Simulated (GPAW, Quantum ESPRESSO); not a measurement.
# In K ELNES/XANES of In (I4/mmm) from DFT, part 3 of 4

Aim: the In K edge of In (I4/mmm) by two routes, a Lanczos recursion (XSpectra) and a sum over empty bands (GPAW), to see which features are robust.

Quantum ESPRESSO 7.5 and GPAW 26.7.0; core-hole supercells, plane-wave PAW LDA.

So far. Step 7 (Spectrum with XCH, In atom 1 (Quantum ESPRESSO)): Main maxima below 30 eV (height): 4.7 eV (1.19) and 21.8 eV (1.03).  Step 8 (Ground state of the crystal (GPAW)): The mesh shows no gap, so the system is treated as a metal and the core electron is put at the Fermi level (neutral cell).

## (9) Spectrum without a core hole, In atom 1 (GPAW)

Level of this step: X-ray absorption from dipole matrix elements to empty bands, plane-wave PAW LDA (GPAW).

Without a hole the spectrum is the empty density of states of the right symmetry on the absorber, weighted by matrix elements. It needs only the small cell and serves as the baseline. The data set with a hole of occupation 0 only carries the core orbital.

xas.py reads:

```python
import numpy as np
from ase import Atoms
from ase.parallel import parprint, paropen
from gpaw import GPAW, PW, FermiDirac, Mixer, MixerDif, setup_paths
from gpaw.test import gen
setup_paths.insert(0, '.')
gen('In', name='nch1s', xcname='LDA', corehole=(1, 0, 0), write_xml=True)
from gpaw.mpi import world
world.barrier()

atoms = Atoms('In',
    cell=[[-1.62547, 1.62547, 2.4737],
     [1.62547, -1.62547, 2.4737],
     [1.62547, 1.62547, -2.4737]],
    scaled_positions=[[0, 0, 0]],
    pbc=True)
atoms.calc = calc = GPAW(legacy_gpaw=True, mode=PW(500, force_complex_dtype=True), xc='LDA', setups={0: 'nch1s'},
    kpts={'size': (15, 15, 15), 'gamma': True}, occupations=FermiDirac(0.1),
    charge=0, mixer=Mixer(0.1, 5, 50), maxiter=150,
    convergence={'density': 0.0001, 'eigenstates': 1e-6}, txt='scf.txt')
energy = atoms.get_potential_energy() + calc.get_reference_energy()
ef = calc.get_fermi_level()
out = dict(energy=energy, fermi=ef, forces=atoms.get_forces().tolist())
parprint(f'all-electron energy {energy:.4f} eV, Fermi level {ef:.4f} eV')
ev = np.array([[calc.get_eigenvalues(k, s) for k in range(len(calc.get_ibz_k_points()))] for s in range(calc.get_number_of_spins())])
out['homo'], out['lumo'], out['counts'] = ev[ev < ef].max(), ev[ev > ef].min(), sorted(set((ev < ef).sum((0, 2)).tolist()))
out['filled'] = (ev[:, 0] < ef).sum(1).tolist()

from ase.units import Ha
from gpaw.xas import dipole_matrix_elements
nb = int(calc.get_number_of_electrons() / 2) + 19
top = nb
nscf = calc.fixed_density(kpts={'size': (13, 13, 13), 'gamma': True},
    convergence={'eigenstates': 1.0}, txt='nscf.txt')
nscf.diagonalize_full_hamiltonian(nbands=nb)
cell = atoms.cell.array
ops = [cell.T @ U.T @ np.linalg.inv(cell.T) for U in nscf.wfs.kd.symmetry.op_scc]
E = np.arange(-25, 34, 0.1)
fwhm = np.interp(E, [4, 25], [7.91, 7.91])
Y, X, zero, highest = 0, 0, 1e9, 1e9
for spin in range(nscf.get_number_of_spins()):
    wfs = nscf.wfs
    mine = wfs.bd.get_slice()  # this rank's bands
    A = dipole_matrix_elements(wfs.setups[0])
    eps = np.zeros((wfs.kd.nibzkpts, nb))
    d = np.zeros((3, A.shape[1], wfs.kd.nibzkpts, nb), complex)
    for kpt in wfs.kpt_u:
        if kpt.s == spin and 0 in kpt.P_ani:
            eps[kpt.k, mine] = kpt.eps_n * Ha
            d[:, :, kpt.k, mine] = (kpt.weight * wfs.nspins / 2) ** 0.5 * np.inner(A, kpt.P_ani[0])
    world.sum(eps)
    world.sum(d)
    T = np.einsum('amkn,bmkn->abkn', d, d.conj()).real
    T = sum(np.einsum('ai,ijkn,bj->abkn', R, T, R) for R in ops) / len(ops)
    empty = eps > ef
    zero, highest = min(zero, eps[empty].min()), min(highest, eps[:, top - 1].min())
    lines = [(eps, T, empty)] if spin == 0 else lines + [(eps, T, empty)]
for eps, T, empty in lines:
    f = np.einsum('aakn->akn', T).reshape(3, -1)
    x = eps.ravel() - zero
    w = np.interp(x, E, fwhm) / 2.35482
    g = np.exp(-0.5 * ((E[:, None] - x) / w) ** 2) / (w * (2 * np.pi) ** 0.5)
    Y = Y + (f * empty.ravel()) @ g.T
    X = X + (f * ~empty.ravel()) @ g.T
out.update(E=E.round(2).tolist(), xas=Y.tolist(), xes=X.tolist(), zero=zero, valid=highest - zero, nk=len(eps), nb=nb)
for i in range(0, len(E), 10):
    parprint(f'{E[i]:7.2f}', *(f'{v:10.3e}' for v in Y[:, i]))
import json
with paropen('out.json', 'w') as f:
    json.dump(out, f)
```

Command:

```sh
$ OMP_NUM_THREADS=1 mpirun -n 8 gpaw python xas.py
```

Numbers of over 12 decimals in the logs are rounded to 6 here.

The program printed:

```text
Input parameters:
  convergence: {density: 0.0001,
                eigenstates: 1e-06}
  kpts: {gamma: True,
         size: (15, 15, 15)}
  maxiter: 150
  mixer: {backend: pulay,
          beta: 0.1,
          method: separate,
          nmaxold: 5,
          weight: 50}
  mode: {ecut: 500.0,
         force_complex_dtype: True,
         name: pw}
  occupations: {fixmagmom: False,
                name: fermi-dirac,
[...]
*d    :     0.311949
--------------------------------

Diagonalizing with gridspacing h=0.050

state   all-electron     PAW
-------------------------------
5s:      -0.311406    -0.312130
5p:      -0.099218    -0.099945
4d:      -0.688051    -0.689005
*f:                    0.063553
-------------------------------
all-electron energy -159837.7115 eV, Fermi level 6.6125 eV
[...]
32.00  1.530e-08  1.530e-08  1.503e-08
  33.00  1.505e-08  1.505e-08  1.438e-08
[key lines of the parts left out:]
Converged after 10 iterations.
Dipole moment: (0.000000, 0.000000, -0.000000) |e|*Ang
Free energy:     -3.428800
Fermi level: 6.61252
```

It took 39 s on 8 MPI ranks of Arm Neoverse V1, shared host; peak memory 0.22 GiB; 5.1 min of CPU time.

The In K spectrum, In atom 1, no core hole (energy from the lowest empty level; intensity scaled to a mean of 1 over the first 20 eV; polarised curves are means over the symmetry-equivalent atoms):

| E (eV) | isotropic | ε ⊥ c | ε ∥ c |
| --- | --- | --- | --- |
| -2.00 | 0.30 | 0.30 | 0.31 |
| -1.25 | 0.40 | 0.39 | 0.41 |
| -0.50 | 0.51 | 0.50 | 0.53 |
| 0.25 | 0.63 | 0.62 | 0.65 |
| 1.00 | 0.75 | 0.74 | 0.78 |
| 1.75 | 0.88 | 0.86 | 0.91 |
| 2.50 | 0.99 | 0.98 | 1.03 |
| 3.25 | 1.10 | 1.08 | 1.13 |
| 4.00 | 1.18 | 1.16 | 1.21 |
| 4.75 | 1.24 | 1.23 | 1.27 |
| 5.50 | 1.27 | 1.27 | 1.29 |
| 6.25 | 1.29 | 1.28 | 1.29 |
| 7.00 | 1.27 | 1.28 | 1.26 |
| 7.75 | 1.24 | 1.25 | 1.22 |
| 8.50 | 1.20 | 1.21 | 1.16 |
| 9.25 | 1.14 | 1.16 | 1.09 |
| 10.00 | 1.07 | 1.10 | 1.02 |
| 10.75 | 1.01 | 1.04 | 0.96 |
| 11.50 | 0.95 | 0.97 | 0.90 |
| 12.25 | 0.90 | 0.91 | 0.86 |
| 13.00 | 0.85 | 0.86 | 0.83 |
| 13.75 | 0.82 | 0.83 | 0.82 |
| 14.50 | 0.81 | 0.80 | 0.82 |
| 15.25 | 0.81 | 0.79 | 0.84 |
| 16.00 | 0.82 | 0.80 | 0.86 |
| 16.75 | 0.85 | 0.82 | 0.90 |
| 17.50 | 0.88 | 0.86 | 0.94 |
| 18.25 | 0.93 | 0.90 | 0.99 |
| 19.00 | 0.97 | 0.95 | 1.03 |
| 19.75 | 1.02 | 1.00 | 1.07 |
| 20.50 | 1.06 | 1.04 | 1.11 |
| 21.25 | 1.10 | 1.08 | 1.12 |
| 22.00 | 1.12 | 1.11 | 1.13 |
| 22.75 | 1.13 | 1.13 | 1.12 |
| 23.50 | 1.12 | 1.14 | 1.10 |
| 24.25 | 1.10 | 1.13 | 1.06 |
| 25.00 | 1.08 | 1.10 | 1.03 |
| 25.75 | 1.04 | 1.07 | 0.99 |
| 26.50 | 1.00 | 1.03 | 0.95 |
| 27.25 | 0.96 | 0.98 | 0.92 |
| 28.00 | 0.93 | 0.94 | 0.90 |
| 28.75 | 0.90 | 0.90 | 0.88 |
| 29.50 | 0.87 | 0.88 | 0.87 |

Main maxima below 26 eV (height): 6.2 eV (1.29) and 22.8 eV (1.13). 

The same matrix elements for filled bands give the In K emission of In atom 1 (ground-state approximation; energy from the lowest empty level, largest value 1):

| E (eV) | emission |
| --- | --- |
| -24.00 | 0.00 |
| -23.25 | 0.00 |
| -22.50 | 0.00 |
| -21.75 | 0.00 |
| -21.00 | 0.00 |
| -20.25 | 0.00 |
| -19.50 | 0.00 |
| -18.75 | 0.00 |
| -18.00 | 0.00 |
| -17.25 | 0.01 |
| -16.50 | 0.01 |
| -15.75 | 0.01 |
| -15.00 | 0.02 |
| -14.25 | 0.02 |
| -13.50 | 0.03 |
| -12.75 | 0.05 |
| -12.00 | 0.07 |
| -11.25 | 0.10 |
| -10.50 | 0.13 |
| -9.75 | 0.18 |
| -9.00 | 0.25 |
| -8.25 | 0.32 |
| -7.50 | 0.41 |
| -6.75 | 0.51 |
| -6.00 | 0.62 |
| -5.25 | 0.72 |
| -4.50 | 0.82 |
| -3.75 | 0.91 |
| -3.00 | 0.97 |
| -2.25 | 1.00 |
| -1.50 | 0.99 |
| -0.75 | 0.95 |
| 0.00 | 0.87 |
| 0.75 | 0.76 |
| 1.50 | 0.65 |
| 2.25 | 0.52 |
| 3.00 | 0.40 |

Emission maxima: -2.0 eV (1.00).

## (10) Supercell without a hole, the energy reference (GPAW)

Total energies of two programs can't be mixed, so the cell and mesh of GPAW's hole run get a reference energy of their own.

scf.py reads:

```python
import numpy as np
from ase import Atoms
from ase.parallel import parprint, paropen
from gpaw import GPAW, PW, FermiDirac, Mixer, MixerDif, setup_paths
from gpaw.test import gen
setup_paths.insert(0, '.')
gen('In', name='nch1s', xcname='LDA', corehole=(1, 0, 0), write_xml=True)
from gpaw.mpi import world
world.barrier()

atoms = Atoms('In8',
    cell=[[0, -6.50188, 0],
     [-6.50188, 0, 0],
     [3.25094, -3.25094, -4.9474]],
    scaled_positions=[[0, 0, 0],
     [0, 0, 0.5],
     [0.5, 0, 0],
     [0, 0.5, 0],
     [0.5, 0, 0.5],
     [0, 0.5, 0.5],
     [0.5, 0.5, 0],
     [0.5, 0.5, 0.5]],
    pbc=True)
atoms.calc = calc = GPAW(legacy_gpaw=True, mode=PW(500, force_complex_dtype=True), xc='LDA', setups={0: 'nch1s'},
    kpts={'size': (5, 5, 5), 'gamma': True}, occupations=FermiDirac(0.1),
    charge=0, mixer=Mixer(0.1, 5, 50), maxiter=150,
    convergence={'density': 0.0001, 'eigenstates': 1e-6}, txt='scf.txt')
energy = atoms.get_potential_energy() + calc.get_reference_energy()
ef = calc.get_fermi_level()
out = dict(energy=energy, fermi=ef, forces=atoms.get_forces().tolist())
parprint(f'all-electron energy {energy:.4f} eV, Fermi level {ef:.4f} eV')
ev = np.array([[calc.get_eigenvalues(k, s) for k in range(len(calc.get_ibz_k_points()))] for s in range(calc.get_number_of_spins())])
out['homo'], out['lumo'], out['counts'] = ev[ev < ef].max(), ev[ev > ef].min(), sorted(set((ev < ef).sum((0, 2)).tolist()))
out['filled'] = (ev[:, 0] < ef).sum(1).tolist()
import json
with paropen('out.json', 'w') as f:
    json.dump(out, f)
```

Command:

```sh
$ OMP_NUM_THREADS=1 mpirun -n 8 gpaw python scf.py
```

The program printed:

```text
Input parameters:
  convergence: {density: 0.0001,
                eigenstates: 1e-06}
  kpts: {gamma: True,
         size: (5, 5, 5)}
  maxiter: 150
  mixer: {backend: pulay,
          beta: 0.1,
          method: separate,
          nmaxold: 5,
          weight: 50}
  mode: {ecut: 500.0,
         force_complex_dtype: True,
         name: pw}
  occupations: {fixmagmom: False,
                name: fermi-dirac,
[...]
*s    :     0.688594
5p(1) :    -0.099218     1.008179
*p    :     0.900782
4d(10):    -0.688051     0.308169
*d    :     0.311949
--------------------------------

Diagonalizing with gridspacing h=0.050

state   all-electron     PAW
-------------------------------
5s:      -0.311406    -0.312130
5p:      -0.099218    -0.099945
4d:      -0.688051    -0.689005
*f:                    0.063553
-------------------------------
all-electron energy -1278701.7396 eV, Fermi level 6.5655 eV
[key lines of the parts left out:]
Converged after 10 iterations.
Dipole moment: (-0.000000, 0.000000, 0.000000) |e|*Ang
Free energy:    -27.471120
Fermi level: 6.56555
```

Elapsed: 26 s, on 8 MPI ranks; peak memory 0.23 GiB.

Reference energy: -1278701.740 eV with the cores included.

(Continued in part 4 of 4.)

[Banner, clock and machine lines of the logs are left out without a mark of their own.]

[Logs are printed without paths, hosts, clocks, repeated set-up lines and the standing remarks that a program may print on its own settings, such as how far it seeks lower states.]

[Hosts, paths, dates, database ids (printed as entryN), source tags and the programs' standing remarks are cut or masked in the printed files.]

[Lists of maxima count a maximum above −3 eV only where it reaches 4 % of the highest in the window and stands out from its surroundings by 2 % of it (1.5 % where it reaches 55 %); shoulders and weaker maxima are passed over, and of the rest the first, up to two pre-edge ones and the few strongest are named.]
